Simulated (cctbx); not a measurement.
**Interatomic vectors of V6BPd6**

Space group Fd-3m (no. 227, origin choice 1), a = 10.3810 Å, b = 10.3810 Å, c = 10.3810 Å, α = 90.00°, β = 90.00°, γ = 90.00°, content Pd48 V48 B8.

Simulated single-crystal data (cctbx): synchrotron X-rays, λ = 0.4959 Å, to d = 0.75 Å, 70 % of the full sphere, strongest reflection 20000 counts, noise from counting, a 4 % proportional error and a noise floor of 2 counts (s.d.); no absorption.

Patterson synthesis, origin scaled to 1000:

```text
Patterson group F m -3 m
      u       v       w   height  length (A)
  0.000   0.000   0.000   1000.0     0.00
  0.093   0.093   0.407    220.7     4.44
  0.000   0.169   0.169    214.8     2.48
  0.052   0.052   0.216    128.1     2.36
  0.090   0.250   0.250    109.0     3.79
  0.155   0.155   0.345    102.7     4.24
  0.203   0.203   0.203    100.9     3.65
  0.000   0.250   0.250     99.4     3.67
  0.250   0.250   0.250     62.0     4.50
  0.126   0.126   0.179     43.6     2.62
  0.101   0.101   0.200     26.2     2.54
  0.000   0.000   0.106     -1.8     1.10
  0.000   0.033   0.384     -7.8     4.00
  0.046   0.123   0.123     -9.7     1.87
```

Q: Assign the vectors.

A peak at u stands for all pairs with xi − xj = u, with weight Σ ZiZj against Σ Z² = 127160 at the origin. Peak heights follow these weights only roughly, since form factors, motion and series ripples differ, all vectors within 0.55 Å of a peak are counted as merged into it though the farther ones add only part of their weight, and F(000) is left out, which lowers the whole map:

| u | v | w | shortest length (Å) | height | 1000 ΣZiZj/ΣZ² | pairs in the cell |
| --- | --- | --- | --- | --- | --- | --- |
| 0.093 | 0.093 | 0.407 | 4.44 | 221 | 480 | 48 × Pd–V, 4 × Pd–Pd, 8 × Pd–B |
| 0.000 | 0.169 | 0.169 | 2.48 | 215 | 333 | 8 × Pd–Pd, 16 × Pd–V, 16 × V–V |
| 0.052 | 0.052 | 0.216 | 2.37 | 128 | 233 | 8 × Pd–Pd, 8 × Pd–V, 8 × V–V |
| 0.090 | 0.250 | 0.250 | 3.79 | 109 | 157 | 8 × Pd–Pd, 4 × V–V, 8 × V–B |
| 0.155 | 0.155 | 0.345 | 4.24 | 103 | 214 | 24 × Pd–V, 8 × Pd–B |
| 0.203 | 0.203 | 0.203 | 3.65 | 101 | 133 | 8 × Pd–Pd |
| 0.000 | 0.250 | 0.250 | 3.67 | 99 | 133 | 8 × Pd–Pd |
| 0.250 | 0.250 | 0.250 | 4.50 | 62 | 101 | 24 × V–V, 4 × B–B |

The table stops at ten peaks or at a height of 45, below which ripples compete. In the model behind the data Pd, the heaviest element, has 2 independent sites: (0.0818, 0.9182, 0.0818) and (3/8, 1/8, 3/8), up to an allowed shift of origin; the Pd–Pd vectors are differences of these positions and their symmetry mates. The whole model:

| atom | mult. | x | y | z | Ueq (Å²) |
| --- | --- | --- | --- | --- | --- |
| Pd1 | 32 | 0.0818 | 0.9182 | 0.0818 | 0.0068 |
| Pd2 | 16 | 3/8 | 1/8 | 3/8 | 0.0085 |
| V1 | 48 | 1/4 | 3/4 | 0.4443 | 0.0077 |
| B1 | 8 | 1/4 | 3/4 | 1/4 | 0.0162 |

The model was made for the exercise: a known structure type with other elements put in, its volume estimated, not relaxed; displacement parameters are assumed.

[Logs are printed without paths, hosts, clocks, repeated set-up lines and the standing remarks that a program may print on its own settings, such as how far it seeks lower states.]
